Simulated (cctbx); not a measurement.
**Diagnosing a refinement**

Cell a = 6.8170 Å, b = 6.8170 Å, c = 21.7600 Å, α = 90.00°, β = 90.00°, γ = 120.00°; space group P6_3/mmc (no. 194). The compound is Sr2Ta.

Simulated single-crystal data (cctbx): synchrotron X-rays, λ = 0.6889 Å, to d = 0.8 Å, 70 % of the full sphere, strongest reflection 20000 counts, noise from counting, a 4 % proportional error and a noise floor of 15 counts (s.d.); no absorption.

An anisotropic refinement with weights 1/σ² prints:

```text
Rint 0.045, 391 unique reflections to 0.80 A
cycle     R1     wR2    GooF  max shift (A)
   1  0.3705  0.6790  27.381   0.02102
   3  0.3701  0.6518  26.284   0.00004
final R1 0.3701 wR2 0.6518 GooF 26.284  parameters 13  data/parameter 30.1
atom        x        y        z      Ueq    occ   su(xyz)  su(Uiso or U11)
Ta1    0.66667  0.33333  0.15718  -0.0062  1.000  0.00049  0.0035  NPD
Ta2    0.00000  0.00000  0.90840  -0.0101  1.000  0.00043  0.0035  NPD
Sr1    0.66667  0.33333  0.87719  -0.0008  1.000  0.00107  0.0077  NPD
Sr2    0.00000  0.50000  0.50000  -0.0055  1.000  0.00000  0.0084  NPD
difference map: max 217.35 min -18.73 rms 8.28
Q1    0.1675  0.3351  0.2500    6  217.48  3.39 A from Sr1
Q2    0.3333  0.6667  0.6585    4  120.31  0.03 A from Ta1
Q3    0.0000  0.0000  0.0951    4   98.16  0.08 A from Ta2
Q4    0.3333  0.6667  0.1222    4   72.91  0.01 A from Sr1
Q5    0.0000  0.5000  0.0000    6   57.11  0.00 A from Sr2
Q6    0.0000  0.0000  0.2500    2   18.77  3.45 A from Ta2
```

**Question.** Can this result stand? If not, what is the likely fault?

Mend it. The fault: an atom left out, Sr at (0.3378, 0.1689, 3/4). Against the right model at the same level, R1 goes from 0.0121 to 0.3701 and GooF from 0.95 to 26.28, U of Ta1 shrinks from 0.0046 to -0.0062 Å², U of Ta2 shrinks from 0.0035 to -0.0101 Å², the top difference peak, 217.5 e/Å³, lies 3.39 Å from Sr1 and Ta1, Ta2, Sr1 and Sr2 go non-positive-definite. Q1 is the missing atom. With scattering power missing, scale and phases suffer, so peaks may also grow on the heavy atoms.

The compound is Sr2Ta. The right model at the same level gives:

```text
Rint 0.045, 391 unique reflections to 0.80 A
cycle     R1     wR2    GooF  max shift (A)
   1  0.0123  0.0236   0.956   0.00022
   2  0.0121  0.0233   0.946   0.00000
final R1 0.0121 wR2 0.0233 GooF 0.946  parameters 17  data/parameter 23.0
atom        x        y        z      Ueq    occ   su(xyz)  su(Uiso or U11)
Ta1    0.66667  0.33333  0.15760   0.0046  1.000  0.00002  0.0001
Ta2    0.00000  0.00000  0.90788   0.0035  1.000  0.00001  0.0001
Sr1    0.33757  0.16878  0.75000   0.0055  1.000  0.00011  0.0003
Sr2    0.66667  0.33333  0.87812   0.0059  1.000  0.00004  0.0002
Sr3    0.00000  0.50000  0.50000   0.0056  1.000  0.00000  0.0003
difference map: max 1.33 min -1.37 rms 0.34
Q1    0.2469  0.4939  0.6460   12    1.36  1.05 A from Ta1
Q2    0.0000  0.0000  0.0273    4    1.35  1.41 A from Ta2
Q3    0.3333  0.6667  0.5304    4    1.24  2.08 A from Sr3
Q4    0.2144  0.6072  0.7221   12    1.19  1.57 A from Ta1
Q5    0.1451  0.2902  0.6103   12    1.16  1.76 A from Ta2
Q6    0.3333  0.6667  0.5674    4    1.11  1.96 A from Ta1
```

Isotropic U is held between 0.0001 and 1 Å² by the program, and listed peak heights are interpolated, so they can pass the grid's maximum.

This is a model crystal, built by substitution and not relaxed, with assumed displacement parameters.

[Middle refinement cycles are left out of these outputs.]

[Logs are printed without paths, hosts, clocks, repeated set-up lines and the standing remarks that a program may print on its own settings, such as how far it seeks lower states.]
